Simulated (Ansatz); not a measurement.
# The perfect Pt wire along [110], 4 atoms a period

What gap, if any, does the Pt wire along [110], 4 atoms a period have, and how many channels would it open?

Program: Ansatz 0.2.0. Level of theory: DFT PBE, plane waves, PAW; relaxation of a wire's period; PAW set soft_1, in the first sound run; inputs show where later runs differ. Results are calculated unless marked as measured.

## Step 1: The structure

The cell holds 4 atoms: 4 Pt. Its edges and angles: a = 10.770 Å, b = 9.607 Å, c = 2.807 Å, α = 90.0°, β = 90.0°, γ = 90.0°. Vacuum lies along a and b. The structure's axis is c.

## Step 2: Relaxation of atoms and period

Band widths follow the bond lengths, so the wire is relaxed first. The atoms and the third cell vector are free; the box across stays fixed as vacuum. A Fermi-Dirac smearing is set since the result may be a metal. The pressure printed is a third of the stress's trace over the whole box, vacuum included; only the stress along the axis is relaxed.

input.yaml

```yaml
crystal:
  lattice:
    - [10.77, 0.0, 0.0]
    - [0.0, 9.607, 0.0]
    - [0.0, 0.0, 2.8072139213]
  atoms:
    - { symbol: Pt, position: [0.315691736, 0.500011134, 0.0] }
    - { symbol: Pt, position: [0.684308264, 0.500011134, 0.0] }
    - { symbol: Pt, position: [0.5, 0.353908608, 0.5] }
    - { symbol: Pt, position: [0.5, 0.646113659, 0.5] }
kpoints:
  mp_grid: { grid: [1, 1, 29] }
scf:
  occupations: { method: fermi_dirac, width: 0.05 }
hamiltonian:
  xc: pbe
  pseudopotentials: { kind: paw, azcp: { folder: soft_1 } }
relax:
  cell: { fix: [a, b, alpha, beta, gamma] }
  max_steps: 45
  f_tol: 0.03
```

The run is started by

```console
$ ansatz run input.yaml --threads 4 --pin off --max-ram 16384MiB --backend cpu --events-out ev --progress --plain --runs-dir out
```

Numbers of over 12 decimals in the logs are rounded to 6 here.

The program printed:

```text
Engine: ansatz 0.2.0, aarch64-unknown-linux-gnu
Pseudopotentials: kind: paw
Pseudopotential: Pt, paw, valence charge 18, recommended cutoff 420 eV (normal), soft_1/Pt.paw.azcp
Functional definition: PBE
  parameter kappa = 0.804
  parameter beta = 0.066725
  exchange = pbe_x(kappa = kappa, mu = beta*pi^2/3)
  correlation = pbe_c(beta = beta)
Crystal: 4 atoms, lattice volume = 290.455 Å³
Basis set: ecut = 420 eV, 5719 PW (Γ), exchange–correlation on 144×144×40 points (8 copies of the dense FFT grid, shifted against one another)
Bands: 44, of which v1, the nominal top of the filled ones, is band 36 counted from 1 (35 counted from 0)
Symmetry: 8 space group operations
Space group: Pmmm (ITA 47), of the structure as read, at distance tolerance 6.6e-5 Å
k-points: 15 of 29
Non-local potential: Pt, projectors of the file, l = 0: 3, l = 1: 2, l = 2: 2, l = 3: 1
PAW form: soft (Blöchl's): semilocal exchange-correlation on the pseudo side does not see the compensation charge
PAW one-centre angular grid: Pt, 590 points (default); XC on 64 Gauss nodes
Initial density: superposition of atomic densities (neutral atoms: chi_scale 0, normalization atom)
Initial wavefunctions: pseudopotential atomic-orbital guess
Functional: x = pbe(κ = 0.804, μ = 0.219515), c = pbe(β = 0.066725)
SCF iter   1: F=—  HF=-50093.645870 eV  |F-HF|=—  |Δ(HF+E_count)|=         —  Δρ=3.26e-2  dr2=3.30e0  ethr=3.10e-3  ⟨swp⟩=7.1  Hψ=2709  notcnv=0
preconditioner: auto → LDOS  [metal: Δε(μ)=0.018 eV  Ē_g=5.430 eV  σ=0.050 eV  W_gap=0.09  n_scr=36 (ndim 8)  ℏωp=13.8 eV  f_vac=0.639  D(μ)=12.06/eV (n_scr^D=106)  β→1.0]
SCF iter   2: F=—  HF=-50093.712763 eV  |F-HF|=—  |Δ(HF+E_count)|=   6.69e-2  Δρ=2.68e-2  dr2=4.21e0  ethr=3.10e-3  ⟨swp⟩=3.1  Hψ=1737  notcnv=0  defer=19
SCF iter   3: F=—  HF=-50092.691330 eV  |F-HF|=—  |Δ(HF+E_count)|=    1.02e0  Δρ=5.11e-3  dr2=9.93e-2  ethr=3.10e-3  ⟨swp⟩=2.9  Hψ=1414  notcnv=0  defer=21
SCF iter   4: F=—  HF=-50092.683349 eV  |F-HF|=—  |Δ(HF+E_count)|=   7.98e-3  Δρ=2.20e-3  dr2=2.98e-2  ethr=1.38e-4  ⟨swp⟩=2.1  Hψ=1163  notcnv=0  defer=22
SCF iter   5: F=—  HF=-50092.682104 eV  |F-HF|=—  |Δ(HF+E_count)|=   1.25e-3  Δρ=1.05e-3  dr2=7.85e-3  ethr=4.13e-5  ⟨swp⟩=2.1  Hψ=847  notcnv=0  defer=22
SCF iter   6: F=—  HF=-50092.681953 eV  |F-HF|=—  |Δ(HF+E_count)|=   1.50e-4  Δρ=4.92e-4  dr2=1.73e-3  ethr=1.09e-5  ⟨swp⟩=1.5  Hψ=647  notcnv=0  defer=22
SCF iter   7: F=—  HF=-50092.681870 eV  |F-HF|=—  |Δ(HF+E_count)|=   8.28e-5  Δρ=2.82e-4  dr2=4.83e-4  ethr=2.41e-6  ⟨swp⟩=1.9  Hψ=803  notcnv=0  defer=22
SCF iter   8: F=—  HF=-50092.681864 eV  |F-HF|=—  |Δ(HF+E_count)|=   5.97e-6  Δρ=1.15e-4  dr2=8.40e-5  ethr=6.70e-7  ⟨swp⟩=1.4  Hψ=654  notcnv=0  defer=22
SCF iter   9: F=—  HF=-50092.681947 eV  |F-HF|=—  |Δ(HF+E_count)|=   8.25e-5  Δρ=2.88e-5  dr2=4.99e-6  ethr=1.17e-7  ⟨swp⟩=1.7  Hψ=733  notcnv=0  defer=22
SCF iter  10: F=—  HF=-50092.681947 eV  |F-HF|=—  |Δ(HF+E_count)|=   9.48e-8  Δρ=8.10e-6  dr2=2.44e-7  ethr=6.93e-9  ⟨swp⟩=2.0  Hψ=846  notcnv=0  defer=22
SCF iter  11: F=-50092.681947 eV  HF=-50092.681947 eV  |F-HF|=1.87e-8  |Δ(HF+E_count)|=   8.49e-8  Δρ=3.21e-6  dr2=2.95e-8  ethr=1.39e-10  ⟨swp⟩=5.0  Hψ=2392  notcnv=0
SCF 1 converged in 11 iterations: F = -50092.681947 eV  dr2 = 2.95e-8
  greatest PAW one-centre occupation: 1.000 electrons in one spin orbital (limit 2), on the Pt atom at site 3 (counted from 0), in its partial waves of l = 0
relax step   1: F+E_penalty+E_count = -50092.68194703 eV  Δ(F+E_penalty+E_count) = +0.000e0 eV  max|allowed force component| = 1.225e0 eV/Å  Δτ_max = 0.0000 Å  P = -3.983 GPa  Ω = 290.455 Å³  fix = [a, b, alpha, beta, gamma]  reactions: a -2.649, b -1.353 GPa  (11 SCF iters, dr2 threshold 1.00e-7 eV, accepted)
Crystal: 4 atoms, lattice volume = 276.298 Å³
Basis set: ecut = 420 eV, 5431 PW (Γ), exchange–correlation on 144×144×40 points (8 copies of the dense FFT grid, shifted against one another)
Initial density: handed on by an earlier stage of this run
Initial wavefunctions: those handed on with the density
iter 1 solved again at ethr=5.22e-4 eV; its pass at ethr=3.10e-3 eV (dr2=3.76e-1 eV) is discarded
SCF iter   1: F=—  HF=-50093.188638 eV  |F-HF|=—  |Δ(HF+E_count)|=         —  Δρ=1.00e-2  dr2=3.74e-1  ethr=5.22e-4  ⟨swp⟩=1.5  Hψ=3254  notcnv=0
preconditioner: auto → LDOS  [metal: Δε(μ)=0.011 eV  Ē_g=6.267 eV  σ=0.050 eV  W_gap=0.06  n_scr=36 (ndim 8)  ℏωp=14.1 eV  f_vac=0.656  D(μ)=11.58/eV (n_scr^D=98)  β→1.0]
SCF iter   2: F=—  HF=-50093.170264 eV  |F-HF|=—  |Δ(HF+E_count)|=   1.84e-2  Δρ=7.69e-3  dr2=1.97e-1  ethr=5.20e-4  ⟨swp⟩=3.0  Hψ=1109  notcnv=0
SCF iter   3: F=—  HF=-50093.142451 eV  |F-HF|=—  |Δ(HF+E_count)|=   2.78e-2  Δρ=2.35e-3  dr2=3.63e-2  ethr=2.74e-4  ⟨swp⟩=2.5  Hψ=1119  notcnv=0  defer=2
SCF iter   4: F=—  HF=-50093.139398 eV  |F-HF|=—  |Δ(HF+E_count)|=   3.05e-3  Δρ=1.28e-3  dr2=1.05e-2  ethr=5.05e-5  ⟨swp⟩=2.0  Hψ=1088  notcnv=0  defer=9
SCF iter   5: F=—  HF=-50093.138791 eV  |F-HF|=—  |Δ(HF+E_count)|=   6.07e-4  Δρ=6.39e-4  dr2=2.41e-3  ethr=1.46e-5  ⟨swp⟩=1.7  Hψ=695  notcnv=0  defer=11
SCF iter   6: F=—  HF=-50093.138708 eV  |F-HF|=—  |Δ(HF+E_count)|=   8.30e-5  Δρ=3.49e-4  dr2=7.15e-4  ethr=3.35e-6  ⟨swp⟩=2.1  Hψ=941  notcnv=0  defer=11
SCF iter   7: F=—  HF=-50093.138687 eV  |F-HF|=—  |Δ(HF+E_count)|=   2.07e-5  Δρ=1.05e-4  dr2=6.55e-5  ethr=9.94e-7  ⟨swp⟩=1.6  Hψ=715  notcnv=0  defer=11
SCF iter   8: F=—  HF=-50093.138770 eV  |F-HF|=—  |Δ(HF+E_count)|=   8.26e-5  Δρ=3.00e-5  dr2=4.96e-6  ethr=9.09e-8  ⟨swp⟩=1.9  Hψ=785  notcnv=0  defer=11
SCF iter   9: F=-50093.138770 eV  HF=-50093.138770 eV  |F-HF|=1.22e-9  |Δ(HF+E_count)|=   4.61e-7  Δρ=5.99e-6  dr2=8.78e-8  ethr=5.56e-10  ⟨swp⟩=4.1  Hψ=2920  notcnv=0
SCF 2 converged in 9 iterations: F = -50093.138770 eV  dr2 = 8.78e-8
relax step   2: F+E_penalty+E_count = -50093.13877011 eV  Δ(F+E_penalty+E_count) = -4.568e-1 eV  max|allowed force component| = 1.953e0 eV/Å  Δτ_max = 0.1408 Å  P = +1.388 GPa  Ω = 276.298 Å³  energy of the carried Pulay correction = +1.329e-3 eV  fix = [a, b, alpha, beta, gamma]  reactions: a +2.779, b +3.097 GPa  (9 SCF iters, dr2 threshold 4.00e-7 eV, accepted)
Crystal: 4 atoms, lattice volume = 267.638 Å³
Basis set: ecut = 420 eV, 5247 PW (Γ), exchange–correlation on 144×144×40 points (8 copies of the dense FFT grid, shifted against one another)
iter 1 solved again at ethr=5.53e-5 eV; its pass at ethr=3.10e-3 eV (dr2=3.98e-2 eV) is discarded
SCF iter   1: F=—  HF=-50093.493307 eV  |F-HF|=—  |Δ(HF+E_count)|=         —  Δρ=6.03e-3  dr2=3.92e-2  ethr=5.53e-5  ⟨swp⟩=2.2  Hψ=3329  notcnv=0
preconditioner: auto → LDOS  [metal: Δε(μ)=0.081 eV  Ē_g=6.300 eV  σ=0.050 eV  W_gap=0.36  n_scr=40 (ndim 8)  ℏωp=14.4 eV  f_vac=0.642  D(μ)=6.44/eV (n_scr^D=36)  β→1.0]
SCF iter   2: F=—  HF=-50093.497309 eV  |F-HF|=—  |Δ(HF+E_count)|=   4.00e-3  Δρ=3.36e-3  dr2=4.79e-2  ethr=5.45e-5  ⟨swp⟩=2.8  Hψ=1275  notcnv=0
SCF iter   3: F=—  HF=-50093.486382 eV  |F-HF|=—  |Δ(HF+E_count)|=   1.09e-2  Δρ=8.45e-4  dr2=5.25e-3  ethr=5.45e-5  ⟨swp⟩=2.1  Hψ=1102  notcnv=0
SCF iter   4: F=—  HF=-50093.485388 eV  |F-HF|=—  |Δ(HF+E_count)|=   9.93e-4  Δρ=3.12e-4  dr2=1.64e-4  ethr=7.30e-6  ⟨swp⟩=2.1  Hψ=1072  notcnv=0  defer=1
SCF iter   5: F=—  HF=-50093.485414 eV  |F-HF|=—  |Δ(HF+E_count)|=   2.57e-5  Δρ=7.83e-5  dr2=2.12e-5  ethr=2.28e-7  ⟨swp⟩=3.4  Hψ=1470  notcnv=0  defer=1
SCF iter   6: F=—  HF=-50093.485418 eV  |F-HF|=—  |Δ(HF+E_count)|=   4.11e-6  Δρ=2.71e-5  dr2=2.32e-6  ethr=2.94e-8  ⟨swp⟩=1.1  Hψ=685  notcnv=0  defer=1
SCF iter   7: F=-50093.485419 eV  HF=-50093.485420 eV  |F-HF|=2.25e-7  |Δ(HF+E_count)|=   1.74e-6  Δρ=8.13e-6  dr2=3.26e-7  ethr=5.56e-10  ⟨swp⟩=5.3  Hψ=2428  notcnv=0
SCF 3 converged in 7 iterations: F = -50093.485419 eV  dr2 = 3.26e-7
relax step   3: F+E_penalty+E_count = -50093.48541950 eV  Δ(F+E_penalty+E_count) = -3.466e-1 eV  max|allowed force component| = 3.412e-1 eV/Å  Δτ_max = 0.0858 Å  P = +0.112 GPa  Ω = 267.638 Å³  energy of the carried Pulay correction = +2.175e-3 eV  fix = [a, b, alpha, beta, gamma]  reactions: a +0.124, b +0.673 GPa  (7 SCF iters, dr2 threshold 4.00e-7 eV, accepted)
Crystal: 4 atoms, lattice volume = 265.350 Å³
Basis set: ecut = 420 eV, 5211 PW (Γ), exchange–correlation on 144×144×40 points (8 copies of the dense FFT grid, shifted against one another)
iter 1 solved again at ethr=5.05e-5 eV; its pass at ethr=3.10e-3 eV (dr2=3.64e-2 eV) is discarded
SCF iter   1: F=—  HF=-50093.509150 eV  |F-HF|=—  |Δ(HF+E_count)|=         —  Δρ=3.37e-3  dr2=3.78e-2  ethr=5.05e-5  ⟨swp⟩=2.0  Hψ=3105  notcnv=0
preconditioner: auto → LDOS  [metal: Δε(μ)=0.092 eV  Ē_g=6.334 eV  σ=0.050 eV  W_gap=0.43  n_scr=40 (ndim 8)  ℏωp=14.4 eV  f_vac=0.641  D(μ)=6.64/eV (n_scr^D=36)  β→1.0]
SCF iter   2: F=—  HF=-50093.508315 eV  |F-HF|=—  |Δ(HF+E_count)|=   8.35e-4  Δρ=2.21e-3  dr2=1.45e-2  ethr=5.05e-5  ⟨swp⟩=2.1  Hψ=1081  notcnv=0
SCF iter   3: F=—  HF=-50093.504768 eV  |F-HF|=—  |Δ(HF+E_count)|=   3.55e-3  Δρ=7.88e-4  dr2=3.73e-3  ethr=2.02e-5  ⟨swp⟩=2.1  Hψ=1081  notcnv=0
SCF iter   4: F=—  HF=-50093.504435 eV  |F-HF|=—  |Δ(HF+E_count)|=   3.33e-4  Δρ=3.78e-4  dr2=7.29e-4  ethr=5.19e-6  ⟨swp⟩=2.0  Hψ=929  notcnv=0
SCF iter   5: F=—  HF=-50093.504366 eV  |F-HF|=—  |Δ(HF+E_count)|=   6.92e-5  Δρ=1.41e-4  dr2=8.63e-5  ethr=1.01e-6  ⟨swp⟩=2.0  Hψ=921  notcnv=0
SCF iter   6: F=—  HF=-50093.504438 eV  |F-HF|=—  |Δ(HF+E_count)|=   7.21e-5  Δρ=3.71e-5  dr2=5.14e-6  ethr=1.20e-7  ⟨swp⟩=2.1  Hψ=941  notcnv=0
SCF iter   7: F=-50093.504438 eV  HF=-50093.504438 eV  |F-HF|=5.10e-8  |Δ(HF+E_count)|=   1.68e-7  Δρ=7.69e-6  dr2=1.50e-7  ethr=5.56e-10  ⟨swp⟩=4.1  Hψ=2849  notcnv=0
SCF 4 converged in 7 iterations: F = -50093.504438 eV  dr2 = 1.50e-7
relax step   4: F+E_penalty+E_count = -50093.50443817 eV  Δ(F+E_penalty+E_count) = -1.902e-2 eV  max|allowed force component| = 1.847e-1 eV/Å  Δτ_max = 0.0418 Å  P = +0.395 GPa  Ω = 265.350 Å³  energy of the carried Pulay correction = +2.403e-3 eV  fix = [a, b, alpha, beta, gamma]  reactions: a +0.057, b +0.421 GPa  (7 SCF iters, dr2 threshold 4.00e-7 eV, accepted)
Crystal: 4 atoms, lattice volume = 266.192 Å³
Basis set: ecut = 420 eV, 5219 PW (Γ), exchange–correlation on 144×144×40 points (8 copies of the dense FFT grid, shifted against one another)
iter 1 solved again at ethr=5.32e-4 eV; its pass at ethr=3.10e-3 eV (dr2=3.83e-1 eV) is discarded
SCF iter   1: F=—  HF=-50093.595492 eV  |F-HF|=—  |Δ(HF+E_count)|=         —  Δρ=1.17e-2  dr2=3.88e-1  ethr=5.32e-4  ⟨swp⟩=1.9  Hψ=3046  notcnv=0
preconditioner: auto → LDOS  [metal: Δε(μ)=0.052 eV  Ē_g=6.371 eV  σ=0.050 eV  W_gap=0.25  n_scr=40 (ndim 8)  ℏωp=14.4 eV  f_vac=0.641  D(μ)=7.73/eV (n_scr^D=44)  β→1.0]
SCF iter   2: F=—  HF=-50093.585187 eV  |F-HF|=—  |Δ(HF+E_count)|=   1.03e-2  Δρ=7.37e-3  dr2=2.21e-1  ethr=5.32e-4  ⟨swp⟩=3.2  Hψ=1303  notcnv=0
SCF iter   3: F=—  HF=-50093.531864 eV  |F-HF|=—  |Δ(HF+E_count)|=   5.33e-2  Δρ=2.73e-3  dr2=4.54e-2  ethr=3.07e-4  ⟨swp⟩=2.5  Hψ=1139  notcnv=0  defer=14
SCF iter   4: F=—  HF=-50093.529241 eV  |F-HF|=—  |Δ(HF+E_count)|=   2.62e-3  Δρ=1.49e-3  dr2=1.36e-2  ethr=6.31e-5  ⟨swp⟩=2.0  Hψ=1099  notcnv=0  defer=23
SCF iter   5: F=—  HF=-50093.527571 eV  |F-HF|=—  |Δ(HF+E_count)|=   1.67e-3  Δρ=6.95e-4  dr2=1.93e-3  ethr=1.89e-5  ⟨swp⟩=2.0  Hψ=982  notcnv=0  defer=23
SCF iter   6: F=—  HF=-50093.527509 eV  |F-HF|=—  |Δ(HF+E_count)|=   6.25e-5  Δρ=2.29e-4  dr2=2.07e-4  ethr=2.69e-6  ⟨swp⟩=2.0  Hψ=973  notcnv=0  defer=23
SCF iter   7: F=—  HF=-50093.527585 eV  |F-HF|=—  |Δ(HF+E_count)|=   7.64e-5  Δρ=4.05e-5  dr2=5.48e-6  ethr=2.88e-7  ⟨swp⟩=1.5  Hψ=745  notcnv=0  defer=23
SCF iter   8: F=-50093.527587 eV  HF=-50093.527587 eV  |F-HF|=4.27e-8  |Δ(HF+E_count)|=   1.83e-6  Δρ=9.85e-6  dr2=2.39e-7  ethr=5.56e-10  ⟨swp⟩=4.1  Hψ=2913  notcnv=0
SCF 5 converged in 8 iterations: F = -50093.527587 eV  dr2 = 2.39e-7
  greatest PAW one-centre occupation: 1.000 electrons in one spin orbital (limit 2), on the Pt atom at site 1 (counted from 0), in its partial waves of l = 0
relax step   5: F+E_penalty+E_count = -50093.52758708 eV  Δ(F+E_penalty+E_count) = -2.315e-2 eV  max|allowed force component| = 2.095e-2 eV/Å  Δτ_max = 0.1397 Å  P = +0.198 GPa  Ω = 266.192 Å³  energy of the carried Pulay correction = +2.318e-3 eV  fix = [a, b, alpha, beta, gamma]  reactions: a +0.039, b +0.132 GPa  (8 SCF iters, dr2 threshold 4.00e-7 eV, accepted)
Crystal: 4 atoms, lattice volume = 266.974 Å³
Basis set: ecut = 420 eV, 5235 PW (Γ), exchange–correlation on 144×144×40 points (8 copies of the dense FFT grid, shifted against one another)
iter 1 solved again at ethr=2.95e-5 eV; its pass at ethr=3.10e-3 eV (dr2=2.12e-2 eV) is discarded
SCF iter   1: F=—  HF=-50093.533416 eV  |F-HF|=—  |Δ(HF+E_count)|=         —  Δρ=2.87e-3  dr2=2.05e-2  ethr=2.95e-5  ⟨swp⟩=2.0  Hψ=2645  notcnv=0
preconditioner: auto → LDOS  [metal: Δε(μ)=0.024 eV  Ē_g=6.337 eV  σ=0.050 eV  W_gap=0.12  n_scr=40 (ndim 8)  ℏωp=14.4 eV  f_vac=0.641  D(μ)=7.57/eV (n_scr^D=40)  β→1.0]
SCF iter   2: F=—  HF=-50093.532609 eV  |F-HF|=—  |Δ(HF+E_count)|=   8.07e-4  Δρ=1.80e-3  dr2=1.37e-2  ethr=2.85e-5  ⟨swp⟩=2.1  Hψ=1175  notcnv=0
SCF iter   3: F=—  HF=-50093.529199 eV  |F-HF|=—  |Δ(HF+E_count)|=   3.41e-3  Δρ=5.73e-4  dr2=1.82e-3  ethr=1.90e-5  ⟨swp⟩=2.0  Hψ=1077  notcnv=0
SCF iter   4: F=—  HF=-50093.529134 eV  |F-HF|=—  |Δ(HF+E_count)|=   6.59e-5  Δρ=2.55e-4  dr2=3.64e-4  ethr=2.52e-6  ⟨swp⟩=2.0  Hψ=894  notcnv=0
SCF iter   5: F=—  HF=-50093.529190 eV  |F-HF|=—  |Δ(HF+E_count)|=   5.60e-5  Δρ=1.42e-4  dr2=1.22e-4  ethr=5.05e-7  ⟨swp⟩=2.0  Hψ=962  notcnv=0
SCF iter   6: F=—  HF=-50093.529183 eV  |F-HF|=—  |Δ(HF+E_count)|=   6.99e-6  Δρ=6.69e-5  dr2=2.18e-5  ethr=1.69e-7  ⟨swp⟩=2.0  Hψ=917  notcnv=0
SCF iter   7: F=—  HF=-50093.529183 eV  |F-HF|=—  |Δ(HF+E_count)|=   3.76e-7  Δρ=1.47e-5  dr2=1.01e-6  ethr=3.03e-8  ⟨swp⟩=1.2  Hψ=664  notcnv=0
SCF iter   8: F=-50093.529183 eV  HF=-50093.529183 eV  |F-HF|=1.17e-8  |Δ(HF+E_count)|=   7.80e-8  Δρ=2.99e-6  dr2=3.55e-8  ethr=5.56e-10  ⟨swp⟩=5.1  Hψ=2421  notcnv=0
SCF 6 converged in 8 iterations: F = -50093.529183 eV  dr2 = 3.55e-8
relax step   6: F+E_penalty+E_count = -50093.52918290 eV  Δ(F+E_penalty+E_count) = -1.596e-3 eV  max|allowed force component| = 7.619e-3 eV/Å  Δτ_max = 0.0347 Å  P = +0.050 GPa  Ω = 266.974 Å³  energy of the carried Pulay correction = +2.241e-3 eV  fix = [a, b, alpha, beta, gamma]  reactions: a +0.029, b +0.104 GPa  (8 SCF iters, dr2 threshold 4.00e-7 eV, accepted)
Basis set: ecut = 420 eV, 5235 PW (Γ), exchange–correlation on 144×144×36 points (8 copies of the dense FFT grid, shifted against one another)
Initial wavefunctions: pseudopotential atomic-orbital guess (no wavefunctions were taken with the density)
iter 1 solved again at ethr=2.78e-6 eV; its pass at ethr=3.10e-3 eV (dr2=2.01e-3 eV) is discarded
SCF iter   1: F=—  HF=-50093.524982 eV  |F-HF|=—  |Δ(HF+E_count)|=         —  Δρ=1.77e-4  dr2=1.40e-5  ethr=2.78e-6  ⟨swp⟩=3.0  Hψ=4383  notcnv=0
eigensolver tolerance schedule: the retry pair's looser diagonalisation over-reported the residual by 142.72 of it (diagonalisation noise at 0.15 of the residual, at the tolerance the schedule requests for it); recorded, not acted on — ethr = c·dr2/N_el stays at c = 1.0e-1
preconditioner: auto → LDOS  [metal: Δε(μ)=0.034 eV  Ē_g=6.337 eV  σ=0.050 eV  W_gap=0.17  n_scr=40 (ndim 8)  ℏωp=14.4 eV  f_vac=0.641  D(μ)=7.53/eV (n_scr^D=40)  β→1.0]
SCF iter   2: F=—  HF=-50093.524953 eV  |F-HF|=—  |Δ(HF+E_count)|=   2.92e-5  Δρ=4.80e-5  dr2=3.43e-6  ethr=1.94e-8  ⟨swp⟩=3.0  Hψ=1355  notcnv=0
SCF iter   3: F=—  HF=-50093.525236 eV  |F-HF|=—  |Δ(HF+E_count)|=   2.83e-4  Δρ=1.62e-5  dr2=1.09e-6  ethr=4.77e-9  ⟨swp⟩=2.3  Hψ=1222  notcnv=0
SCF iter   4: F=—  HF=-50093.525236 eV  |F-HF|=—  |Δ(HF+E_count)|=   2.49e-7  Δρ=5.48e-6  dr2=1.18e-7  ethr=1.52e-9  ⟨swp⟩=2.1  Hψ=1016  notcnv=0
SCF iter   5: F=—  HF=-50093.525236 eV  |F-HF|=—  |Δ(HF+E_count)|=   2.49e-8  Δρ=1.50e-6  dr2=4.67e-9  ethr=1.64e-10  ⟨swp⟩=2.0  Hψ=964  notcnv=0
SCF iter   6: F=—  HF=-50093.525236 eV  |F-HF|=—  |Δ(HF+E_count)|=  6.33e-10  Δρ=3.88e-7  dr2=8.10e-10  ethr=6.48e-12  ⟨swp⟩=2.1  Hψ=1056  notcnv=0
SCF iter   7: F=—  HF=-50093.525236 eV  |F-HF|=—  |Δ(HF+E_count)|=  7.28e-12  Δρ=1.58e-7  dr2=1.76e-10  ethr=1.13e-12  ⟨swp⟩=2.1  Hψ=917  notcnv=0
SCF iter   8: F=-50093.525236 eV  HF=-50093.525236 eV  |F-HF|=0.00e0  |Δ(HF+E_count)|=  4.37e-11  Δρ=7.16e-8  dr2=1.93e-11  ethr=1.00e-12  ⟨swp⟩=5.0  Hψ=2404  notcnv=0
SCF 7 converged in 8 iterations: F = -50093.525236 eV  dr2 = 1.93e-11
relax step   7: F+E_penalty+E_count = -50093.52523587 eV  Δ(F+E_penalty+E_count) = +3.947e-3 eV  max|allowed force component| = 8.570e-3 eV/Å  Δτ_max = 0.0000 Å  P = +0.058 GPa  Ω = 266.974 Å³  fix = [a, b, alpha, beta, gamma]  reactions: a +0.033, b +0.108 GPa  stress off target by 3.27e-2 GPa on what of the cell is left free  SCF on the basis re-selected at this cell (its energy is not comparable with the rows above)  (8 SCF iters)
basis re-selected at this cell: Δ(F+E_penalty+E_count) = +3.947e-3 eV, ΔP = +0.008 GPa vs the last step (what re-selecting the basis moved, of the pressure what is left beyond the Pulay correction that the steps carried, after the strain that the cell walked since its last selection, with what the two solves' SCF thresholds leave and, on support functions, any second-order correction that the steps lacked; it is no measure of the basis error at this ecutwfc). The dense FFT grid was sized anew with the basis: this SCF ran on 72×72×18 points, the steps before it on 72×72×20, so part of this shift can come from that change (see relax.cell in the input reference). [rest of the remark cut]
SCF converged after 8 iterations
Free energy (F): -50093.525236 eV
Harris-Foulkes:  -50093.525236 eV  (|F-HF|=0.00e0)
Internal energy: -50093.463442 eV  (E = F + TS)
E sigma→0 (E₀):  -50093.494339 eV
Entropy (-TS):   -0.061794 eV (-15.448 meV/atom)
Fermi energy:    1.012707 eV
--- Per-component energies (eV) ---
  E_band       = -2063.981020
  E_kinetic    = 2386.680469
  E_local      = -31668.062640  (includes V_loc(G=0)·N_el)
  E_nonlocal   = 818.089752
  E_hartree    = 14374.782560
  E_xc         = -923.003979
  E_vxc        = -1076.350040  (∫ρ·V_xc dr)
  E_paw        = -37937.331524  (= ΣΔE_a)
  E_vpaw       = -1273.908411  (= ΣTr[D̂ρ^β])
  E_aug_tail   = 0.004484  (compensation charges beyond the density's cutoff)
  E_ewald      = 2855.377435
  E_smearing   = -0.061794  (= −TS)
  E_closure    = -0.000000  (closes the sum)
  Σ components = -50093.525236   (vs F -50093.525236, Δ=0.00e0)
--- Forces (eV/Å), atoms counted from 1 ---
  atom   1  Pt    -0.00283503     0.00000000     0.00000000
  atom   2  Pt     0.00283503    -0.00000000    -0.00000000
  atom   3  Pt     0.00000000    -0.00856994     0.00000000
  atom   4  Pt     0.00000000     0.00856994     0.00000000
  max |Σ_I F_I| component: 4.34e-19 eV/Å
--- Stress (GPa, compression-positive) ---
        0.033071       0.000000      -0.000000
        0.000000       0.107941       0.000000
       -0.000000       0.000000       0.032709
  P = ⅓ Tr σ = 0.0579 GPa (0.579 kbar)
--- Relaxed structure (6 steps of the walk, 6 accepted, 1 SCFs on fresh bases) ---
  F+E_penalty+E_count = -50093.52523587 eV   max|allowed force component| = 8.570e-3 eV/Å   (the final SCF, on the basis selected at the relaxed cell)
  cell:  # Å, volume = 266.9743 Å³
    - [10.77, 0, 0]
    - [0, 9.607, 0]
    - [0, 0, 2.580275]
  atoms:
    - { symbol: Pt, position: [0.340623, 0.50001113375, 0] }
    - { symbol: Pt, position: [0.659377, 0.50001113375, 0] }
    - { symbol: Pt, position: [0.5, 0.330301, 0.5] }
    - { symbol: Pt, position: [0.5, 0.669722, 0.5] }
```

Run time: 21 s. Hardware: 4 threads of Arm Neoverse V1, shared host; peak memory 0.66 GiB.

[end of part 1 of 2]

[Logs are printed without paths, hosts, clocks, repeated set-up lines and the standing remarks that a program may print on its own settings, such as how far it seeks lower states.]

[Hosts, paths, dates, database ids (printed as entryN), source tags and the programs' standing remarks are cut or masked in the printed files.]
